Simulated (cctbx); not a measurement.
**Reading a Patterson map**

Space group Pmmm (no. 47), a = 4.1980 Å, b = 5.2510 Å, c = 9.2290 Å, α = 90.00°, β = 90.00°, γ = 90.00°, content Bi1 Pt5 Y1 Cu5.

Simulated single-crystal data (cctbx): Mo Kα, λ = 0.71073 Å, to d = 0.7 Å, 70 % of the full sphere, strongest reflection 70000 counts, noise from counting, a 6 % proportional error and a noise floor of 2 counts (s.d.); no absorption, some extinction.

Patterson synthesis from sharpened amplitudes, origin scaled to 1000:

```text
Patterson group P m m m
      u       v       w   height  length (A)
  0.000   0.000   0.000   1000.0     0.00
  0.000   0.500   0.500    830.3     5.31
  0.000   0.000   0.329    544.3     3.04
  0.000   0.500   0.170    533.2     3.06
  0.500   0.000   0.150    364.8     2.52
  0.500   0.500   0.345    355.6     4.63
  0.500   0.500   0.000    286.3     3.36
  0.500   0.000   0.500    159.2     5.07
  0.500   0.248   0.096    128.6     2.62
  0.500   0.249   0.404    117.5     4.47
  0.500   0.252   0.242     72.7     3.34
  0.000   0.249   0.242     53.1     2.58
  0.091   0.046   0.101     46.3     1.04
  0.108   0.174   0.000     43.7     1.02
```

**Question.** Which atom pairs make the peaks, and where is the heaviest atom?

A peak at u stands for all pairs with xi − xj = u, with weight Σ ZiZj against Σ Z² = 43035 at the origin. Peak heights follow these weights only roughly, since form factors, motion and series ripples differ, all vectors within 0.55 Å of a peak are counted as merged into it though the farther ones add only part of their weight, and F(000) is left out, which lowers the whole map:

| u | v | w | shortest length (Å) | height | 1000 ΣZiZj/ΣZ² | pairs in the cell |
| --- | --- | --- | --- | --- | --- | --- |
| 0.000 | 0.500 | 0.500 | 5.31 | 830 | 899 | 4 × Pt–Pt, 2 × Bi–Y, 2 × Pt–Cu, 4 × Cu–Cu |
| 0.000 | 0.000 | 0.329 | 3.04 | 544 | 725 | 2 × Bi–Pt, 2 × Pt–Pt, 2 × Pt–Y |
| 0.000 | 0.500 | 0.170 | 3.06 | 533 | 725 | 2 × Bi–Pt, 2 × Pt–Pt, 2 × Pt–Y |
| 0.500 | 0.000 | 0.150 | 2.51 | 365 | 388 | 2 × Pt–Pt, 2 × Pt–Cu |
| 0.500 | 0.500 | 0.345 | 4.63 | 356 | 388 | 2 × Pt–Pt, 2 × Pt–Cu |
| 0.500 | 0.500 | 0.000 | 3.36 | 286 | 353 | 2 × Bi–Pt, 2 × Y–Cu |
| 0.500 | 0.000 | 0.500 | 5.07 | 159 | 253 | 2 × Pt–Y, 2 × Bi–Cu |
| 0.500 | 0.248 | 0.096 | 2.62 | 129 | 210 | 4 × Pt–Cu |
| 0.500 | 0.249 | 0.404 | 4.47 | 118 | 210 | 4 × Pt–Cu |
| 0.500 | 0.252 | 0.242 | 3.34 | 73 | 164 | 2 × Bi–Cu, 2 × Y–Cu |

The table stops at ten peaks or at a height of 45, below which ripples compete. In the model behind the data Bi, the heaviest element, has 1 independent site: (0, 0, 1/2), up to an allowed shift of origin. No listed peak is a Bi–Bi vector, so the position follows from the cell content and the cross vectors. Elements of similar Z can't be told apart from the map alone. The whole model:

```
atom  mult.    x       y       z  Ueq (Å²)
 Bi1      1    0       0     1/2    0.0183
 Pt1      1  1/2     1/2     1/2    0.0138
 Pt2      2    0     1/2  0.6489    0.0108
 Pt3      2    0       0  0.1560    0.0123
  Y1      1    0     1/2       0    0.0134
 Cu1      4  1/2  0.7496  0.7392    0.0257
 Cu2      1  1/2       0       0    0.0406
```

The model was made for the exercise: a known structure type with other elements put in, its volume estimated, not relaxed; displacement parameters are assumed.

[Logs are printed without paths, hosts, clocks, repeated set-up lines and the standing remarks that a program may print on its own settings, such as how far it seeks lower states.]
